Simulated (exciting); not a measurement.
Be3N2, space group P6_3/mmc, N K edge of atom 1, with 3 Be at 1.64 Å and 2 Be at 1.67 Å (trigonal bipyramidal, site symmetry -6m2); the tensor is averaged over the atoms equivalent by symmetry. Method: exciting, all-electron LAPW+lo, LDA, exchange and screened direct term (singlet BSE), 6×6×1 shifted k points, 25 conduction bands, |G+q| up to 3 bohr⁻¹, full RPA screening with nempty = 50, Lorentzian half width 0.45 eV.

```xyz
10
Lattice="2.8417 0.0000 0.0000 -1.4208 2.4610 0.0000 0.0000 0.0000 9.7468" Properties=species:S:1:pos:R:3 pbc="T T T"
N     1.4208    0.8203    7.3101
N     0.0000    1.6406    2.4367
N     0.0000    0.0000    4.8734
N     0.0000    0.0000    0.0000
Be    0.0000    0.0000    7.3101
Be    0.0000    0.0000    2.4367
Be    0.0000    1.6406    4.1084
Be    1.4208    0.8203    8.9819
Be    1.4208    0.8203    5.6384
Be    0.0000    1.6406    0.7650
```

Energy from the Kohn–Sham onset, core level to the lowest empty state found on the meshes used; scaled to the maximum of the polarisation mean:

```
E (eV)  curve 1  curve 2
  -3.0     0.02     0.03
  -2.5     0.02     0.04
  -2.0     0.03     0.05
  -1.5     0.04     0.06
  -1.0     0.05     0.08
  -0.5     0.08     0.13
   0.0     0.15     0.22
   0.5     0.34     0.49
   1.0     0.39     0.93
   1.5     0.39     1.26
   2.0     0.43     1.17
   2.5     0.52     0.93
   3.0     0.61     0.72
   3.5     0.58     0.55
   4.0     0.68     0.47
   4.5     0.77     0.55
   5.0     0.64     0.76
   5.5     0.82     0.83
   6.0     1.06     0.87
   6.5     1.13     0.56
   7.0     1.11     0.51
   7.5     0.87     0.52
   8.0     0.65     0.46
   8.5     0.58     0.44
   9.0     0.53     0.45
   9.5     0.52     0.45
  10.0     0.55     0.57
  10.5     0.43     0.60
  11.0     0.36     0.54
  11.5     0.31     0.45
  12.0     0.29     0.39
  12.5     0.29     0.40
  13.0     0.30     0.37
  13.5     0.36     0.38
```

The curves are the diagonal elements of Im ε for ε ∥ c and ⊥ c. Which is which?

Curve 1: ε ⊥ c, maxima 3.0 eV (0.61), 4.3 eV (0.81) and 6.7 eV (1.16); 1 lower ones aren't listed. Curve 2: ε ∥ c, maxima 1.6 eV (1.27), 5.8 eV (0.89) and 10.3 eV (0.63); 2 lower ones aren't listed. A K edge probes the empty p states along ε, which follow the bonds' lengths and directions.

[Banner, clock and machine lines of the logs are left out without a mark of their own.]

[Logs are printed without paths, hosts, clocks, repeated set-up lines and the standing remarks that a program may print on its own settings, such as how far it seeks lower states.]

[Hosts, paths, dates, database ids (printed as entryN), source tags and the programs' standing remarks are cut or masked in the printed files.]
